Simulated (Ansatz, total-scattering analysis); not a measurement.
## Total scattering from formamide at 320 K

The model: ab initio molecular dynamics with Ansatz (revPBE-D3(BJ), plane waves, PAW default files, Langevin thermostat, no spin, fixed volume, H with the mass of D). The average runs over 0.63 ps of 96 atoms, so shells between rare elements are rough. Mean temperature 307 K, largest m.s.d. 0.97 Å², energy drift -1 meV an atom (last third less first, no steady trend), Langevin friction 10 ps⁻¹; the first quarter of the run is discarded. Start: last frame of a classical run of this cell at the same density and temperature. So short a stretch relaxes bonds and nearest shells but still remembers its start. The density is set to 1.130 g/cm³. Composition: 16 formamide; N 16.7, C 16.7, O 16.7, H 50.0 atom %. Production: 126 frames 0.005 ps apart at 320 K, fixed volume (mean pressure 0.6 GPa).

The totals are in Faber–Ziman form. Below 4 Å⁻¹ the partials are summed on the cell's own reciprocal vectors (from 0.62 Å⁻¹) and folded with a Gaussian of σ = 0.14 Å⁻¹; above it they are transforms of g(r) out to 6.9 Å, tapered over the last 40 %. The fold lowers sharp peaks, and with so few vectors their positions are good to about 0.1 Å⁻¹. X-rays take neutral-atom form factors, neutrons coherent lengths (N 9.36, C 6.6472, O 5.8037, H 6.6681 fm). Hydrogen is taken as deuterium. G(r) = 4πrρ₀[g(r) − 1] carries the resolution of a Lorch-windowed transform up to 20 Å⁻¹. The patterns are simulated, not measured. The cell is small: beyond half the box only the part of each shell inside it is counted, and low-Q values rest on few vectors.

Predict the maxima of S(Q) and G(r), and the first shells.

Density 1.130 g/cm³, ρ₀ = 0.0906 Å⁻³. Mean square displacements over the run: N 0.50, C 0.33, O 0.67, H 0.97 Å² (damped by the Langevin friction of 10 ps⁻¹); the sample is a liquid that moves slowly on the time of the run as far as so short a run tells.

Maxima of S(Q), Q in Å⁻¹ (height): X-ray: 1.74 (2.51), 3.81 (0.86), 6.04 (1.33), 11.23 (1.17), 15.65 (1.06), 20.23 (1.05); neutron: 1.71 (2.04), 3.91 (0.86), 6.82 (1.23), 13.08 (1.05), 19.52 (1.06).

```
Q (Å⁻¹)  X-ray  neutron
   0.80  -0.25     0.27
   1.10  -0.02     0.48
   1.40   0.82     1.06
   1.70   2.47     2.04
   2.00   1.93     1.53
   2.30   1.48     1.27
   2.60   0.69     0.96
   2.90   0.59     0.83
   3.20   0.54     0.83
   3.50   0.62     0.79
   3.80   0.86     0.85
   4.10   0.82     0.85
   4.40   0.71     0.79
   4.70   0.69     0.73
   5.00   0.86     0.73
   5.30   1.11     0.80
   5.60   1.27     0.90
   5.90   1.32     1.01
   6.20   1.32     1.12
   6.50   1.28     1.20
   6.80   1.19     1.23
   7.10   1.07     1.21
   7.40   0.95     1.15
   7.70   0.85     1.08
   8.00   0.77     1.02
   8.30   0.76     0.98
   8.60   0.84     0.97
   8.90   0.93     0.96
   9.20   0.97     0.96
   9.50   0.97     0.97
   9.80   0.98     0.96
  10.10   1.00     0.95
  10.40   1.05     0.94
  10.70   1.11     0.95
  11.00   1.16     0.96
  11.30   1.17     0.96
  11.60   1.14     0.97
  11.90   1.08     0.98
```

Maxima of G(r), r in Å (Å⁻²): X-ray: 1.28 (4.68), 2.28 (0.16), 3.69 (1.59); neutron: 1.06 (2.81), 2.07 (0.39), 4.07 (0.45).

```
pair  first peak (Å)  g there  first minimum (Å)  g there                neighbours                               kind  X-ray weight (f = Z)  neutron weight
 N–H            1.02     37.9               1.32     0.00  2.0 H per N, 0.7 N per H                   within molecules                  0.07            0.21
 C–H            1.10     15.2               1.42     0.00  1.0 H per C, 0.3 C per H                   within molecules                  0.06            0.15
 C–O            1.25     43.0               1.60     0.00  1.0 O per C, 1.0 C per O                   within molecules                  0.17            0.04
 N–C            1.34     34.0               1.72     0.00  1.0 C per N, 1.0 N per C                   within molecules                  0.15            0.07
 H–H            1.75      2.5               2.00     0.12                       0.7                   within molecules                  0.02            0.23
 O–H            2.04      4.2               2.28     0.83  2.4 H per O, 0.8 O per H  57 % within molecules at the peak                  0.08            0.13
 N–O            2.29      9.0               2.54     0.09  1.0 O per N, 1.0 N per O                   within molecules                  0.19            0.06
 O–O            3.76      2.4               4.44     0.91                       4.6                  between molecules                  0.11            0.02
 C–C            4.11      2.3               5.84     0.61                      12.0                  between molecules                  0.06            0.03
```

Distances within molecules give the sharpest pair functions, and with hydrogen they rule the neutron S(Q) at high Q: N–H 1.02 Å, C–H 1.10 Å, C–O 1.25 Å, N–C 1.34 Å, H–H 1.75 Å and N–O 2.29 Å (first peaks only). On the last frame 75 % of the H on O, N or F point at an acceptor of another molecule or at an anion within hydrogen-bond range (2.35 Å to O, N, F; 2.85 Å to Cl, Br, I).

[Logs are printed without paths, hosts, clocks, repeated set-up lines and the standing remarks that a program may print on its own settings, such as how far it seeks lower states.]
